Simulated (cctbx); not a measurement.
**Reading a Patterson map**

Space group Pnma (no. 62), a = 12.9790 Å, b = 9.1990 Å, c = 8.3040 Å, α = 90.00°, β = 90.00°, γ = 90.00°, content Tl8 Nd4 Cl20.

The data are simulated with cctbx, not measured: Cu Kα, λ = 1.54184 Å, to d = 0.83 Å, 80 % of the full sphere, strongest reflection 20000 counts, noise from counting, a 1.5 % proportional error and a noise floor of 8 counts (s.d.); no absorption.

Patterson synthesis from sharpened amplitudes, origin scaled to 1000:

```text
Patterson group P m m m
      u       v       w   height  length (A)
  0.000   0.000   0.000   1000.0     0.00
  0.000   0.500   0.000    571.1     4.60
  0.500   0.000   0.413    394.3     7.34
  0.157   0.500   0.500    372.2     6.52
  0.157   0.000   0.500    278.4     4.63
  0.500   0.500   0.425    265.9     8.70
  0.342   0.500   0.081    187.4     6.42
  0.326   0.265   0.000    178.9     4.89
  0.169   0.236   0.500    171.8     5.17
  0.342   0.000   0.083    138.7     4.50
  0.331   0.239   0.109    129.0     4.91
  0.174   0.262   0.391    126.8     4.63
  0.000   0.500   0.141    119.7     4.75
  0.000   0.500   0.500     80.8     6.20
```

Q: Assign the vectors.

A peak at u stands for all pairs with xi − xj = u, with weight Σ ZiZj against Σ Z² = 72668 at the origin. Peak heights follow these weights only roughly, since form factors, motion and series ripples differ, all vectors within 0.55 Å of a peak are counted as merged into it though the farther ones add only part of their weight, and F(000) is left out, which lowers the whole map:

| u | v | w | shortest length (Å) | height | 1000 ΣZiZj/ΣZ² | pairs in the cell |
| --- | --- | --- | --- | --- | --- | --- |
| 0.000 | 0.500 | 0.000 | 4.60 | 571 | 754 | 8 × Tl–Tl, 8 × Cl–Cl |
| 0.500 | 0.000 | 0.413 | 7.34 | 394 | 460 | 4 × Tl–Tl, 2 × Nd–Nd |
| 0.157 | 0.500 | 0.500 | 6.52 | 372 | 369 | 4 × Tl–Tl, 2 × Cl–Cl |
| 0.157 | 0.000 | 0.500 | 4.63 | 278 | 377 | 4 × Tl–Tl, 4 × Cl–Cl |
| 0.500 | 0.500 | 0.425 | 8.70 | 266 | 361 | 4 × Tl–Tl |
| 0.342 | 0.500 | 0.081 | 6.43 | 187 | 181 | 2 × Tl–Tl |
| 0.326 | 0.265 | 0.000 | 4.88 | 179 | 268 | 4 × Tl–Nd |
| 0.169 | 0.236 | 0.500 | 5.17 | 172 | 268 | 4 × Tl–Nd |
| 0.342 | 0.000 | 0.083 | 4.49 | 139 | 181 | 2 × Tl–Tl |
| 0.331 | 0.239 | 0.109 | 4.91 | 129 | 134 | 2 × Tl–Nd |

The table stops at ten peaks or at a height of 45, below which ripples compete. In the model behind the data Tl, the heaviest element, has 1 independent site: (0.3287, 0.5126, 0.4587), up to an allowed shift of origin; the Tl–Tl vectors are differences of these positions and their symmetry mates. The whole model:

| atom | mult. | x | y | z | Ueq (Å²) |
| --- | --- | --- | --- | --- | --- |
| Tl1 | 8 | 0.3287 | 0.5126 | 0.4587 | 0.0129 |
| Nd1 | 4 | 0.9978 | 3/4 | 0.5716 | 0.0132 |
| Cl1 | 4 | 0.7050 | 3/4 | 0.8392 | 0.0220 |
| Cl2 | 4 | 0.9935 | 3/4 | 0.9205 | 0.0222 |
| Cl3 | 8 | 0.0790 | 0.5465 | 0.3313 | 0.0190 |
| Cl4 | 4 | 0.8126 | 3/4 | 0.3794 | 0.0192 |

The model was made for the exercise: a known structure type with other elements put in, its volume estimated, not relaxed; displacement parameters are assumed.

[Logs are printed without paths, hosts, clocks, repeated set-up lines and the standing remarks that a program may print on its own settings, such as how far it seeks lower states.]
